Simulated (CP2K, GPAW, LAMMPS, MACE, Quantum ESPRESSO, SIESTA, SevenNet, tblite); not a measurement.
# SIESTA runs on glassy B2O3 (90 atoms), part 2 of 2

How do the settings of SIESTA change the result for glassy B2O3 (90 atoms)? A plane-wave run serves as the yardstick.

Program: SIESTA 5.4.2; the method stands at each step. Banners, paths, timers and routine set-up lines are dropped from the logs unmarked, and long logs keep their key lines alone; longer cuts are marked. The potentials were converted by us to PSML.

So far. Step 2 (PBE, DZP, shift 0.01 Ry, mesh 500 Ry): Forces lie 10 % from the reference's, at 0.88 times its CPU time (on 2 against 4 cores). Step 3 (PBE, DZP, shift 0.01 Ry, mesh 150 Ry): Against the first run (10 %), the force difference from the reference is 11 %, at 0.23 times the CPU time.

### 4. PBE, DZ, shift 0.01 Ry, mesh 500 Ry

Method: Kohn-Sham DFT, PBE, PseudoDojo 0.4.1 norm-conserving pseudopotentials (converted to PSML), numerical atomic orbitals (DZ), diagonalisation.

Input file input.fdf:

```
SystemLabel cell
NumberOfAtoms 90
NumberOfSpecies 2
%block ChemicalSpeciesLabel
  1 5 B
  2 8 O
%endblock ChemicalSpeciesLabel
LatticeConstant 1.0 Ang
%block LatticeVectors
  10.11952 0.00000 0.00000
  0.00000 10.11952 0.00000
  0.00000 0.00000 10.11952
%endblock LatticeVectors
PAO.BasisSize DZ
PAO.EnergyShift 0.01 Ry
XC.Functional GGA
XC.Authors PBE
MeshCutoff 500 Ry
%block kgrid_Monkhorst_Pack
  1 0 0 0.0
  0 1 0 0.0
  0 0 1 0.0
%endblock kgrid_Monkhorst_Pack
SolutionMethod diagon
OccupationFunction FD
ElectronicTemperature 580 K
SCF.Mixer.Method Pulay
SCF.Mixer.Weight 0.15
SCF.Mixer.History 8
SCF.Mix Hamiltonian
MaxSCFIterations 300
SCF.DM.Tolerance 1e-04
SCF.H.Tolerance 1.0e-3 eV
WriteForces T
Write.HirshfeldPop T
Write.VoronoiPop T
Write.DM F
Write.H F
XML.Write F
AtomicCoordinatesFormat Fractional
%block AtomicCoordinatesAndAtomicSpecies
[... 90 atom lines left out: the same atoms as in the first run ...]
%endblock AtomicCoordinatesAndAtomicSpecies
```

Run with:

```bash
$ OMP_NUM_THREADS=1 mpirun -np 2 siesta < input.fdf > output.txt
```

Log:

```text
Version         : 5.4.2
reinit: System Name:
reinit: System Label: cell
initatom: Reading input for the pseudopotentials and atomic orbitals ----------
Species number:   1 Atomic number:    5 Label: B
Species number:   2 Atomic number:    8 Label: O
Ground state valence configuration (from tables):   2s02  2p01  3d00  4f00
Ground state valence configuration (from tables):   2s02  2p04  3d00  4f00
---- Processing specs for species: B
GGA--PBE XC_GGA_X_PBE--XC_GGA_C_PBE pb
---- Processing specs for species: O
GGA--PBE XC_GGA_X_PBE--XC_GGA_C_PBE pb
B pseudopotential only contains V_ls up to l=1 -- lmxkb reset.
Using PAO.SplitTailNorm
%block ChemicalSpeciesLabel
    1    5 B                       # Species index, atomic number, species label
[... lines left out ...]
Total number of electrons:   432.000000
[... lines left out ...]
stepf: Fermi-Dirac step function
        iscf     Eharris(eV)        E_KS(eV)     FreeEng(eV)     dDmax    Ef(eV) dHmax(eV)
[... lines left out ...]
SCF Convergence by DM+H criterion
[... lines left out ...]
SCF cycle converged after 10 iterations
[... lines left out ...]
   Max    2.036119
[... lines left out ...]
   Max    2.036119    constrained
Stress tensor Voigt[x,y,z,yz,xz,xy] (kbar):       58.81       47.94       72.18      -12.03        4.39       10.26
[... lines left out ...]
siesta: DEna    =      -136.492612
siesta: DUscf   =        23.875324
siesta: Ex      =     -6841.197549
siesta: Ec      =      -505.435468
siesta: Exc     =     -7346.633017
siesta: Eharris =    -27198.280993
siesta: Etot    =    -27198.280991
siesta: FreeEng =    -27198.280991
siesta: Final energy (eV):
siesta:  Band Struct. =   -6411.979874
siesta:       Kinetic =   18579.386405
siesta:       Hartree =   10765.068266
siesta:         Exch. =   -6841.197549
siesta:         Corr. =    -505.435468
siesta:   Exch.-corr. =   -7346.633017
siesta:  Ion-electron =  -38232.745476
siesta:       Ion-ion =  -10963.357170
siesta:         Total =  -27198.280991
siesta:         Fermi =      -4.781818
siesta: Stress tensor (static) (eV/Ang**3):
siesta:     0.036706    0.006405    0.002740
siesta:     0.006405    0.029919   -0.007508
siesta:     0.002740   -0.007508    0.045053
siesta: Cell volume =       1036.286258 Ang**3
siesta: Pressure (static):
siesta:                Solid            Molecule  Units
siesta:          -0.00040544         -0.00035107  Ry/Bohr**3
siesta:          -0.03722611         -0.03223357  eV/Ang**3
siesta:         -59.64279916        -51.64387799  kBar
    Orbital volume contribution        =          21.792996 eV
    (Free)E + p_basis*V_orbitals       =      -27176.487995 eV
    (Free)Eharris+ p_basis*V_orbitals  =      -27176.487996 eV
Hirshfeld Atomic Populations:
Atom #   charge [q] valence [e]  Species
     1     0.249529    2.750471  B
     2     0.266599    2.733401  B
     3     0.255142    2.744858  B
[...]
37    -0.173360    6.173360  O
    38    -0.181652    6.181652  O
    39    -0.180580    6.180580  O
[...]
--------------------
 Total    -0.000014
Voronoi Atomic Populations:
Atom #   charge [q] valence [e]  Species
[...]
35     0.321700    2.678300  B
    36     0.341022    2.658978  B
[...]
89    -0.227075    6.227075  O
    90    -0.198985    6.198985  O
--------------------
 Total    -0.000015
```

Wall time 52 s (2 MPI ranks of Arm Neoverse V2, shared host); peak memory 1.4 GiB; 1.7 min of CPU time.

Against the reference:

- r.m.s. force component: 0.5632 eV/Å
- r.m.s. difference of force components: 198.3 meV/Å
- longest difference of force vectors: 775.5 meV/Å
- force difference over r.m.s. force: 28.02 %
- slope of forces against the reference's: 0.7775
- correlation of force components: 0.9768
- gap (highest filled to lowest empty level): 4.437 eV
- gap difference: -0.2256 eV
- pressure: -5.964 GPa
- pressure difference: 4.173 GPa

This is a coarse setting, run to see what it loses.

Against the first run (10 %), the force difference from the reference is 28 %, at 0.41 times the CPU time, with 720 basis functions against 1170: the smaller basis costs accuracy.

The difference per atom is largest on B (0.49 eV/Å on average, against 0.11 on O).

### 5. All runs compared

Differences are against the plane-wave reference, forces as r.m.s. over components; share is that over the reference's r.m.s. force, slope the least-squares factor from reference forces to these. Total energies of different programs have different zeros and aren't compared.

| run | Δ force, r.m.s. (meV/Å) | share (%) | slope | Δ pressure (GPa) | Δ gap (eV) | cores | CPU time | memory (GiB) |
| --- | --- | --- | --- | --- | --- | --- | --- | --- |
| reference | - | - | - | - | - | 4 | 4.8 min | 2.8 |
| SIESTA PBE, DZP, shift 0.01 Ry, mesh 500 Ry | 73.9 | 10.4 | 1.005 | 1.48 | -0.115 | 2 | 4.2 min | 2.1 |
| SIESTA PBE, DZP, shift 0.01 Ry, mesh 150 Ry (coarse) | 76.4 | 10.8 | 1.004 | 1.43 | -0.115 | 2 | 59 s | 0.8 |
| SIESTA PBE, DZ, shift 0.01 Ry, mesh 500 Ry (coarse) | 198 | 28.0 | 0.777 | 4.17 | -0.226 | 2 | 1.7 min | 1.4 |

Rows marked coarse were listed beforehand as settings not expected to be converged; some can still land near the reference.

CPU time is summed over cores on a shared host, where runs went side by side, so it is rough. Symmetry, cutoffs, thresholds, outputs and thread counts weren't matched or tuned between programs; memory under MPI is the largest rank's times the ranks.

Within one program, basis, potentials and functional, energies share a zero. Each run against its twin at the usual cutoff or grid and solver:

| run | twin | Δ energy (meV/atom) | Δ force, r.m.s. (meV/Å) | CPU time over the twin's |
| --- | --- | --- | --- | --- |
| SIESTA PBE, DZP, shift 0.01 Ry, mesh 150 Ry | DZP, shift 0.01 Ry, mesh 500 Ry | 3.8 | 25.6 | 0.23 |

### 6. Results

| Quantity | Value |
| --- | --- |
| nearest in forces | SIESTA PBE, DZP, shift 0.01 Ry, mesh 500 Ry, 10 % |
| its CPU time | 4.2 min |

In words: The PBE run in local orbitals, coarse settings apart, differs by 10 % (SIESTA PBE, DZP, shift 0.01 Ry, mesh 500 Ry); basis, grid and potentials can all enter. Runs with settings chosen to be coarse differ by 11 % (SIESTA PBE, DZP, shift 0.01 Ry, mesh 150 Ry) to 28 % (SIESTA PBE, DZ, shift 0.01 Ry, mesh 500 Ry), their programs' other errors included. Of the electronic-structure runs that take under half the reference's CPU time, SIESTA PBE, DZP, shift 0.01 Ry, mesh 150 Ry comes nearest, at 11 % in 59 s against 4.8 min. SIESTA PBE, DZ, shift 0.01 Ry, mesh 500 Ry softens the forces by a factor of 0.78 while following their directions (correlation 0.977); the slopes of the 3 SIESTA runs lie between 0.78 and 1.00; the difference isn't even, but is largest on one element. At the same functional, gaps differ from the reference's 4.66 eV by between -0.23 and -0.11 eV. In pressure, SIESTA PBE, DZ, shift 0.01 Ry, mesh 500 Ry misses by +4.2 GPa, at the same functional. The reference's pressure holds the uncorrected Pulay stress of its 60 Ry basis, so small pressure differences, and their order, may be the reference's own error. The quench rate of 50 K/ps is many orders above laboratory rates, so the cell is likely richer in defects and strain than a real sample. The network of bonds at the start is that of the classical potential that made the cell, and needn't be the one that DFT or experiment would give. The reference's stress is far from hydrostatic: its diagonal is -9.2, -8.5, -12.8 GPa, compression counted positive. The electronic-structure runs sample only Γ, in a cell whose shortest periodic width is 10 Å.

[Also dropped from logs without a mark: logging warnings of Python, and SIESTA's first energy breakdown and zero terms.]

[Logs are printed without paths, hosts, clocks, repeated set-up lines and the standing remarks that a program may print on its own settings, such as how far it seeks lower states.]

[Hosts, paths, dates, database ids (printed as entryN), source tags and the programs' standing remarks are cut or masked in the printed files.]
